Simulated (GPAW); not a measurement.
The B K edge of atom 3 in CrB (Cmcm), with 2 B at 1.79 Å, 4 Cr at 2.18 Å, 2 Cr at 2.22 Å and 1 Cr at 2.28 Å (9-fold, site symmetry m2m), was computed in 2 ways: excited-electron core hole (neutral cell) and no core hole. Program and functional: GPAW, LDA, Gaussian full width 0.9 eV up to 4 eV, rising linearly to 3.5 eV at 25 eV; cells of 4 and 16 atoms (the run without a hole in the smaller).

Each run is counted from its own lowest empty level or Fermi level and scaled to a mean of 1 over its first 20 eV.

```tsv
E (eV)	run 1	run 2
-2.0	0.00	0.00
-1.0	0.00	0.00
0.0	0.16	0.28
1.0	0.44	0.88
2.0	0.59	1.02
3.0	0.78	1.50
4.0	0.92	1.51
5.0	0.97	1.21
6.0	1.29	0.81
7.0	1.00	1.32
8.0	0.81	1.37
9.0	1.01	1.26
10.0	1.17	1.23
11.0	1.37	1.14
12.0	1.45	0.93
13.0	1.19	0.83
14.0	1.15	0.81
15.0	1.16	0.71
16.0	1.04	0.76
17.0	1.01	0.79
18.0	1.02	0.70
19.0	0.98	0.63
20.0	0.93	0.58
21.0	0.84	0.48
22.0	0.67	0.38
23.0	0.53	0.37
24.0	0.49	0.40
25.0	0.52	0.44
26.0	0.55	0.48
27.0	0.59	0.53
```

Question: Which run is which?

Run 1: no core hole (area from −2 to 6 eV 4.5, main maxima 3.6 eV (0.94), 6.3 eV (1.35), 11.7 eV (1.48), 14.6 eV (1.18) and 17.8 eV (1.03)). Run 2: excited-electron core hole (neutral cell) (area from −2 to 6 eV 6.9, main maxima 3.5 eV (1.62), 7.5 eV (1.52), 9.4 eV (1.28) and 16.7 eV (0.80)). With each curve scaled to its own mean, the area from −2 to 6 eV with the hole is 6.9 against 4.5, and the centre of weight from −1 to 20 eV moves by -1.8 eV: the hole pulls the absorber's empty states down.

[Banner, clock and machine lines of the logs are left out without a mark of their own.]

[Logs are printed without paths, hosts, clocks, repeated set-up lines and the standing remarks that a program may print on its own settings, such as how far it seeks lower states.]

[Hosts, paths, dates, database ids (printed as entryN), source tags and the programs' standing remarks are cut or masked in the printed files.]

[Lists of maxima count a maximum above −3 eV only where it reaches 4 % of the highest in the window and stands out from its surroundings by 2 % of it (1.5 % where it reaches 55 %); shoulders and weaker maxima are passed over, and of the rest the first, up to two pre-edge ones and the few strongest are named.]
